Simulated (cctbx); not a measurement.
# Accept or mend?

Cell a = 3.8620 Å, b = 15.0040 Å, c = 3.8650 Å, α = 90.00°, β = 90.00°, γ = 90.00°; space group Cmcm (no. 63). The compound is Si2Pb.

The data are simulated with cctbx, not measured: Mo Kα, λ = 0.71073 Å, to d = 0.77 Å, 95 % of the full sphere, strongest reflection 20000 counts, noise from counting, a 6 % proportional error and a noise floor of 2 counts (s.d.); no absorption, and some extinction, which the refinements don't model.

An anisotropic refinement with weights 1/σ² prints:

```text
Rint 0.042, 165 unique reflections to 0.77 A
cycle     R1     wR2    GooF  max shift (A)
   1  0.0240  0.0705   2.475   0.00094
   2  0.0148  0.0350   1.228   0.00000
final R1 0.0148 wR2 0.0350 GooF 1.228  parameters 12  data/parameter 13.8
atom        x        y        z      Ueq    occ   su(xyz)  su(Uiso or U11)
Pb1    0.00000  0.89712  0.75000   0.0030  1.000  0.00001  0.0002
Si1    0.00000  0.55653  0.75000   0.0051  1.000  0.00017  0.0011
S1     0.50000  0.74321  0.75000   0.0110  1.000  0.00017  0.0012
difference map: max 0.96 min -1.84 rms 0.34
Q1    0.0000  0.1830  0.2500    4    0.97  1.20 A from Pb1
Q2    0.2729  0.1445  0.6216   16    0.78  1.66 A from Si1
Q3    0.0000  0.5000  0.0000    4    0.76  1.29 A from Si1
Q4    0.0000  0.1175  0.7500    4    0.67  1.89 A from S1
Q5    0.1509  0.0640  0.0053   16    0.65  1.25 A from Pb1
Q6    0.1237  0.3981  0.0816   16    0.63  1.06 A from Si1
```

Q: Accept it or mend it, and why?

Mend it. The fault: wrong element: S1 is Si. Against the right model at the same level, R1 goes from 0.0134 to 0.0148 and GooF from 1.00 to 1.23 and U of S1 swells from 0.0046 to 0.0110 Å². S1 has 2 electrons too many and its U swells to shed them, as expected (near an absorption edge f′ can widen the mismatch well beyond the difference in Z).

The compound is Si2Pb. The right model at the same level gives:

```text
Rint 0.042, 165 unique reflections to 0.77 A
cycle     R1     wR2    GooF  max shift (A)
   1  0.0145  0.0332   1.165   0.00081
   2  0.0134  0.0285   0.999   0.00000
final R1 0.0134 wR2 0.0285 GooF 0.999  parameters 12  data/parameter 13.8
atom        x        y        z      Ueq    occ   su(xyz)  su(Uiso or U11)
Pb1    0.00000  0.89711  0.75000   0.0030  1.000  0.00001  0.0002
Si1    0.00000  0.55652  0.75000   0.0051  1.000  0.00014  0.0009
Si2    0.50000  0.74321  0.75000   0.0046  1.000  0.00013  0.0010
difference map: max 0.90 min -1.05 rms 0.28
Q1    0.0000  0.1833  0.2500    4    0.91  1.21 A from Pb1
Q2    0.2729  0.1452  0.6210   16    0.73  1.67 A from Si1
Q3    0.0000  0.5000  0.0000    4    0.71  1.29 A from Si1
Q4    0.1454  0.0641  0.0057   16    0.61  1.24 A from Pb1
Q5    0.0000  0.0000  0.0000    4    0.59  1.82 A from Pb1
Q6    0.1240  0.3985  0.0831   16    0.58  1.05 A from Si1
```

The model is made up (kin elements in a known structure type, no relaxation), so it says nothing on whether the phase exists.

[Middle refinement cycles are left out of these outputs.]

[Logs are printed without paths, hosts, clocks, repeated set-up lines and the standing remarks that a program may print on its own settings, such as how far it seeks lower states.]
